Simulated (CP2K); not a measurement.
Consider hexafluoroethane at its PBE geometry (Å).

```xyz
8

F     1.4215   -0.3031   -1.0303
C     0.7689   -0.0749    0.1321
F     1.2377    1.0586    0.7066
F     1.0233   -1.1119    0.9634
C    -0.7685    0.0735   -0.1364
F    -1.0083    1.1067   -0.9822
F    -1.2594   -1.0670   -0.6749
F    -1.4152    0.3181    1.0216
```

Method: CP2K XAS_TDP, all-electron GAPW, PBEh(45%), aug-cc-pVDZ, TDA, GW2X-corrected core level, no relativity.

Where do the C K-edge lines lie, and how strong are they?

Leading lines: C2 297.24 eV. The leading line of an atom is its first one with 35 % of the strongest within 2.5 eV of its lowest line over the strength cut. Core ionisation energies at this level: C2 301.58 eV.

The first six lines of each atom with a strength over 0.0015:

```
                             atom  energy (eV)  states  strength, one atom  above the computed threshold
C2 (bonded to C and 3 F), 2 alike       297.24       1              0.0757                              
                                        297.42       1              0.0760                              
                                        299.15       1              0.0663                              
                                        300.56       1              0.0244                              
                                        301.04       1              0.0024                              
                                        301.39       1              0.0051
```

Lines are vertical, at one geometry, with no vibrational structure. GW2X ionisation energies and lines can be off by 1 to 2 eV either way, and a good line position may hide errors that cancel. These values hold no scalar relativity, about 0.1 eV for C 1s. Rydberg lines, and the discretised continuum above threshold, depend on the basis and the box.

[Banner, clock and machine lines of the logs are left out without a mark of their own.]

[Logs are printed without paths, hosts, clocks, repeated set-up lines and the standing remarks that a program may print on its own settings, such as how far it seeks lower states.]

[Hosts, paths, dates, database ids (printed as entryN), source tags and the programs' standing remarks are cut or masked in the printed files.]
